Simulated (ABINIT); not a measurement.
# A GW chain in ABINIT: Te2Mo (P6_3/mmc)

Wanted: ground state, empty states, screening and self-energy for Te2Mo (P6_3/mmc).

Main program and level: ABINIT 10.8.3; PBE and many-body steps on it, plane waves.

**Experimental background.**

- Gap 0.96 ± 0.02 eV: smallest (indirect) quasiparticle gap from STS band onsets; scanning tunneling spectroscopy; 77 K; bulk crystal (um-thick flakes cleaved in ultrahigh vacuum) (“Surface transport and band gap structure of exfoliated 2H-MoTe2 crystals”, 2014, arxiv:1407.1219).

- Gap 1.06 eV: direct gap at K (A transition); photoreflectance; 295 K; bulk crystal (commercial Bridgman-grown bulk crystal) (“Photoacoustic and modulated reflectance studies of indirect and direct band gap in van der Waals crystals”, 2017, pmc:5684221).

- Gap 0.94 eV: indirect optical gap from PL (phonon-assisted emission peak); photoluminescence; 300 K; bulk crystal (thick exfoliated flake, about 50 layers or more) (“Direct versus indirect band gap emission and exciton-exciton annihilation in atomically thin molybdenum ditelluride (MoTe2)”, 2016, arxiv:1602.03071).

- Gap 0.88 ± 0.05 eV: indirect optical gap from extrapolated square root of absorption; phonon energy not resolved; optical transmission spectroscopy; 300 K; bulk crystal (exfoliated flakes 32 nm to 20 um thick, from chemical vapour transport crystal) (“Surface transport and band gap structure of exfoliated 2H-MoTe2 crystals”, 2014, arxiv:1407.1219).

- Gap 1.03 eV: direct optical gap (A exciton hot luminescence) from PL; photoluminescence; 300 K; bulk crystal (thick exfoliated flake, about 50 layers or more) (“Direct versus indirect band gap emission and exciton-exciton annihilation in atomically thin molybdenum ditelluride (MoTe2)”, 2016, arxiv:1602.03071).

This is a selection; 1 further report is not listed.

## 1. Set-up

Symmetry: P6_3/mmc, No. 194, hexagonal system. The conventional cell has a = 3.518 Å, b = 3.518 Å, c = 13.974 Å, α = 90.00°, β = 90.00°, γ = 120.00°. Nearest to Te lie 3 Mo at 2.72 Å. Mo has 6 Te at 2.72 Å nearest. Farther neighbours and most contacts between anions are not listed.

The cell and positions come from the Crystallography Open Database and are kept as given unless a step says otherwise.

## 2. Ground state

This step: ABINIT 10.8.3; DFT, PBE with spin-orbit coupling, plane waves, norm-conserving pseudopotentials.

The ground-state density comes first.

Contents of run.abi:

```
acell 3*1.0 Angstrom
rprim 
  3.518200000003 -0.000000000001 0.000000000000
  -1.759100000001 3.046850575598 0.000000000000
  0.000000000000 0.000000000000 13.973600000000
ntypat 2
znucl 52 42
natom 6
typat 1 1 1 1 2 2
xred 
  0.333333333333 0.666666666667 0.621000000000
  0.666666666667 0.333333333333 0.121000000000
  0.333333333333 0.666666666667 0.879000000000
  0.666666666667 0.333333333333 0.379000000000
  0.333333333333 0.666666666667 0.250000000000
  0.666666666667 0.333333333333 0.750000000000
pp_dirpath "pseudos"
pseudos "Te.upf, Mo.upf"
ecut 39
nspinor 2
ngkpt 6 6 1
nshiftk 1
shiftk 0 0 0
kptopt 1
chksymbreak 0
nband 138
occopt 1
tolvrs 1e-08
nstep 60
prtwf 0
optforces 0
optstress 0
indata_prefix "in"
outdata_prefix "out"
tmpdata_prefix "tmp"
```

Run with:

```console
$ OMP_NUM_THREADS=1 mpirun -n 4 abinit run.abi > log
```

Numbers of over 12 decimals in the logs are rounded to 6 here.

The log of the run:

```text
.Version 10.8.3 of ABINIT. v10.8.2 released Aug 2026.

 Symmetries : space group P6_3/m m c (#194); Bravais hP (primitive hexag.)
================================================================================
 Values of the parameters that define the memory need of the present run
     intxc =       0    ionmov =       0      iscf =       7    lmnmax =      16
     lnmax =      16     mgfft =     150  mpssoang =       5    mqgrid =    7424
     natom =       6  nloc_mem =       1    nspden =       1   nspinor =       2
    nsppol =       1      nsym =      24    n1xccc =    2501    ntypat =       2
    occopt =       1   xclevel =       2
-    mband =         138        mffmem =           1         mkmem =           2
       mpw =       11799          nfft =      240000          nkpt =           7
================================================================================
  Rough estimation (10% accuracy) of disk space for files :
================================================================================

--------------------------------------------------------------------------------
------------- Echo of variables that govern the present computation ------------
--------------------------------------------------------------------------------
 -outvars: echo values of preprocessed input variables --------
            acell      1.8897261259E+00  1.8897261259E+00  1.8897261259E+00 Bohr

      chksymbreak           0
             ecut      3.90000000E+01 Hartree
-          fftalg         312

              ixc     -101130
              kpt      0.00000000E+00  0.00000000E+00  0.00000000E+00
                       1.66666667E-01  0.00000000E+00  0.00000000E+00
                       3.33333333E-01  0.00000000E+00  0.00000000E+00
                       5.00000000E-01  0.00000000E+00  0.00000000E+00
                       1.66666667E-01  1.66666667E-01  0.00000000E+00
                       3.33333333E-01  1.66666667E-01  0.00000000E+00
                       3.33333333E-01  3.33333333E-01  0.00000000E+00
         kptrlatt        6    0    0      0    6    0      0    0    1
          kptrlen      2.64062770E+01
P           mkmem           2
            natom           6
            nband         138
            ngfft          40      40     150
             nkpt           7
          nspinor           2
            nstep          60
             nsym          24
           ntypat           2
              occ      1.000000  1.000000  1.000000  1.000000  1.000000  1.000000
                       1.000000  1.000000  1.000000  1.000000  1.000000  1.000000
                       1.000000  1.000000  1.000000  1.000000  1.000000  1.000000
                       1.000000  1.000000  1.000000  1.000000  1.000000  1.000000
                       1.000000  1.000000  1.000000  1.000000  1.000000  1.000000
                       1.000000  1.000000  1.000000  1.000000  1.000000  1.000000
                       1.000000  1.000000  1.000000  1.000000  1.000000  1.000000
                       1.000000  1.000000  1.000000  1.000000  1.000000  1.000000
                       1.000000  1.000000  1.000000  1.000000  1.000000  1.000000
   [... 12 further rows ...]
                       0.000000  0.000000  0.000000  0.000000  0.000000  0.000000
                       0.000000  0.000000  0.000000  0.000000  0.000000  0.000000
        optforces           0
        optstress           0
            prtwf           0
            rprim      3.5182000000E+00 -1.0000000000E-12  0.0000000000E+00
                      -1.7591000000E+00  3.0468505756E+00  0.0000000000E+00
                       0.0000000000E+00  0.0000000000E+00  1.3973600000E+01
          spgroup         194

           tolvrs      1.00000000E-08

             xred      3.3333333333E-01  6.6666666667E-01  6.2100000000E-01
                       6.6666666667E-01  3.3333333333E-01  1.2100000000E-01
                       3.3333333333E-01  6.6666666667E-01  8.7900000000E-01
[...]
znucl       52.00000   42.00000

================================================================================

 chkinp: Checking input parameters for consistency.

================================================================================
== DATASET  1 ==================================================================
-   mpi_nproc: 4, omp_nthreads: 1 (-1 if OMP is not activated)

--- !DatasetInfo
iteration_state: {dtset: 1, }
dimensions: {natom: 6, nkpt: 7, mband: 138, nsppol: 1, nspinor: 2, nspden: 1, mpw: 11799, }
cutoff_energies: {ecut:  39.0, pawecutdg:  -1.0, }
electrons: {nelect:   1.24000000E+02, charge:   0.00000000E+00, occopt:   1.00000000E+00, tsmear:   1.00000000E-02, }

 Real(R)+Recip(G) space primitive vectors, cartesian coordinates (Bohr,Bohr^-1):
 R(1)=  6.6484345  0.0000000  0.0000000  G(1)=  0.1504113  0.0868400  0.0000000
 R(2)= -3.3242172  5.7577131  0.0000000  G(2)=  0.0000000  0.1736801  0.0000000
 R(3)=  0.0000000  0.0000000 26.4062770  G(3)=  0.0000000  0.0000000  0.0378698
 Unit cell volume ucvol=  1.0108264E+03 bohr^3
 Angles (23,13,12)=  9.00000000E+01  9.00000000E+01  1.20000000E+02 degrees

 getcut: wavevector=  0.0000  0.0000  0.0000  ngfft=  40  40 150
         ecut(hartree)=     39.000   => boxcut(ratio)=   2.02063

--- Pseudopotential description ------------------------------------------------
[...]
--- !BeginCycle
iteration_state: {dtset: 1, }
solver: {iscf: 7, nstep: 60, nline: 4, wfoptalg: 0, }
tolerances: {tolvrs: 1.00E-08, }

     iter   Etot(hartree)      deltaE(h)  residm     vres2
 ETOT  1  -1262.3473181407    -1.262E+03 7.154E-01 2.140E+03
 ETOT  2  -1262.3682476882    -2.093E-02 2.468E-02 3.977E+04
 ETOT  3  -1264.9463010602    -2.578E+00 1.108E-02 1.062E+03
 ETOT  4  -1265.0038879660    -5.759E-02 5.744E-03 5.024E+01
 ETOT  5  -1265.0062356684    -2.348E-03 8.544E-04 1.098E+00
 ETOT  6  -1265.0063448909    -1.092E-04 1.661E-03 1.305E-01
 ETOT  7  -1265.0063470783    -2.187E-06 4.340E-04 7.619E-02
 ETOT  8  -1265.0063500226    -2.944E-06 7.496E-04 1.091E-02
 ETOT  9  -1265.0063504822    -4.597E-07 3.791E-04 4.816E-05
 ETOT 10  -1265.0063504853    -3.105E-09 5.562E-04 1.030E-06
 ETOT 11  -1265.0063504855    -1.414E-10 3.678E-04 2.324E-08
 ETOT 12  -1265.0063504855     1.887E-11 5.134E-04 5.304E-09

 At SCF step   12       vres2   =  5.30E-09 < tolvrs=  1.00E-08 =>converged.

--- !ResultsGS
iteration_state: {dtset: 1, }
comment   : Summary of ground state results
lattice_vectors:
- [  6.6484345,  -0.0000000,   0.0000000, ]
- [ -3.3242172,   5.7577131,   0.0000000, ]
- [  0.0000000,   0.0000000,  26.4062770, ]
lattice_lengths: [   6.64843,    6.64843,   26.40628, ]
lattice_angles: [ 90.000,  90.000, 120.000, ] # degrees, (23, 13, 12)
lattice_volume:   1.0108264E+03
convergence: {deltae:  1.887E-11, res2:  5.304E-09, residm:  5.134E-04, diffor:  0.000E+00, }
etotal    :  -1.26500635E+03
entropy   :   0.00000000E+00
fermie    :   3.65127582E-01
cartesian_stress_tensor: null
pressure_GPa: null
xred      :
- [  3.3333E-01,   6.6667E-01,   6.2100E-01, Te]
- [  6.6667E-01,   3.3333E-01,   1.2100E-01, Te]
- [  3.3333E-01,   6.6667E-01,   8.7900E-01, Te]
- [  6.6667E-01,   3.3333E-01,   3.7900E-01, Te]
- [  3.3333E-01,   6.6667E-01,   2.5000E-01, Mo]
- [  6.6667E-01,   3.3333E-01,   7.5000E-01, Mo]
cartesian_forces: null
force_length_stats: {min: null, max: null, mean: null, }

 Integrated electronic density in atomic spheres:
 ------------------------------------------------
 Atom  Sphere_radius  Integrated_density
[...]
================================================================================

 ----iterations are completed or convergence reached----

 Mean square residual over all n,k,spin=   13.935E-07; max=  51.341E-05
 reduced coordinates (array xred) for    6 atoms
[...]
0.666666666667      0.333333333333      0.121000000000
       0.333333333333      0.666666666667      0.879000000000
       0.666666666667      0.333333333333      0.379000000000
       0.333333333333      0.666666666667      0.250000000000
       0.666666666667      0.333333333333      0.750000000000
 rms dE/dt=  0.0000E+00; max dE/dt=  0.0000E+00; dE/dt below (all hartree)
    1       0.000000000000      0.000000000000      0.000000000000
    2       0.000000000000      0.000000000000      0.000000000000
    3       0.000000000000      0.000000000000      0.000000000000
    4       0.000000000000      0.000000000000      0.000000000000
    5       0.000000000000      0.000000000000      0.000000000000
    6       0.000000000000      0.000000000000      0.000000000000

 cartesian coordinates (angstrom) at end:
    1      3.3e-13     2.031234     8.677606
    2      1.759100     1.015617     1.690806
    3      3.3e-13     2.031234    12.282794
    4      1.759100     1.015617     5.295994
    5      3.3e-13     2.031234     3.493400
    6      1.759100     1.015617    10.480200
 length scales=  1.889726125908  1.889726125908  1.889726125908 bohr
              =  1.000000000000  1.000000000000  1.000000000000 angstroms
 prteigrs : about to open file out_EIG
 Fermi (or HOMO) energy (hartree) =   0.36513   Average Vxc (hartree)=  -0.40664
 Eigenvalues (hartree) for nkpt=   7  k points:
 kpt#   1, nband=138, wtk=  0.02778, kpt=  0.0000  0.0000  0.0000 (reduced coord)
  -5.48881   -5.48881   -5.48880   -5.48880   -5.48880   -5.48880   -5.48880   -5.48880
  -3.90144   -3.90144   -3.90144   -3.90144   -3.90144   -3.90144   -3.90144   -3.90144
  -3.54529   -3.54529   -3.54529   -3.54529   -3.54529   -3.54529   -3.54528   -3.54528
  -3.54369   -3.54369   -3.54369   -3.54369   -3.54369   -3.54369   -3.54369   -3.54369
  -1.87008   -1.87008   -1.87008   -1.87008   -1.01469   -1.01469   -1.01455   -1.01455
  -1.01446   -1.01446   -1.01442   -1.01442   -1.01286   -1.01286   -1.01285   -1.01285
  -1.01267   -1.01267   -1.01262   -1.01262   -0.98155   -0.98155   -0.98154   -0.98154
  -0.96120   -0.96120   -0.96118   -0.96118   -0.96076   -0.96076   -0.96059   -0.96059
  -0.95991   -0.95991   -0.95990   -0.95990   -0.95949   -0.95949   -0.95943   -0.95943
  -0.95896   -0.95896   -0.95884   -0.95884   -0.95826   -0.95826   -0.95824   -0.95824
  -0.89066   -0.89066   -0.89066   -0.89066   -0.88688   -0.88688   -0.88688   -0.88688
  -0.11478   -0.11478   -0.10292   -0.10292   -0.08329   -0.08329   -0.06467   -0.06467
   0.14664    0.14664    0.19449    0.19449    0.24723    0.24723    0.29407    0.29407
   0.29619    0.29619    0.29762    0.29762    0.29807    0.29807    0.31710    0.31710
   0.32078    0.32078    0.32896    0.32896    0.33009    0.33009    0.33127    0.33127
   0.35084    0.35084    0.36513    0.36513    0.45851    0.45851    0.46322    0.46322
   0.46791    0.46791    0.47851    0.47852    0.48239    0.48242    0.48763    0.48783
   0.48988    0.49259
 prteigrs : prtvol=0 or 1, do not print more k-points.

--- !EnergyTerms
iteration_state     : {dtset: 1, }
comment             : Components of total free energy in Hartree
kinetic             :  4.23096286321426E+02
hartree             :  4.10549089311531E+02
xc                  : -1.68218545935463E+02
Ewald energy        : -6.60611993838795E+02
psp_core            :  1.82721784962519E+01
local_psp           : -1.24427883927778E+03
non_local_psp       : -4.38145255626355E+01
total_energy        : -1.26500635048546E+03
total_energy_eV     : -3.44225764066787E+04
band_energy         : -1.82523466628472E+02

== END DATASET(S) ==============================================================
================================================================================

 -outvars: echo values of variables after computation  --------
           etotal     -1.2650063505E+03
            nband         138
             nkpt           7
          spgroup         194
 [... the other variables as echoed above ...]

 Calculation completed.
```

Elapsed: 13 min, on 4 MPI ranks of Intel Xeon Platinum 8488C (Sapphire Rapids), shared host; peak memory 0.91 GiB.

This step gave:

* total energy: -34422.5764 eV
* gap: 0.8085 eV
* k of the valence top: 0, 0, 0
* k of the conduction bottom: 0.1667, 0.1667, 0
* least direct gap: 0.9725 eV

The gap is indirect, with the least direct gap 0.16 eV higher.

(Continued in part 2 of 3.)

[Paths, hosts, dates, memory and timing lines, banners, echoed tables and standing remarks are left out of the program output.]

[Logs are printed without paths, hosts, clocks, repeated set-up lines and the standing remarks that a program may print on its own settings, such as how far it seeks lower states.]

[Runs of the session that timed out or met a known fault of the program may be left out.]

[Hosts, paths, dates, database ids (printed as entryN), source tags and the programs' standing remarks are cut or masked in the printed files.]

[G0W0 gaps are taken among the corrected bands and points alone; a level outside them can change the order at an edge.]

[Where Ansatz stands beside ABINIT at settings called matched, ABINIT's density can come from a denser mesh and the files from another edition; pairs whose starting gaps differed by over 0.03 eV were left out, so agreement reads better than it is.]
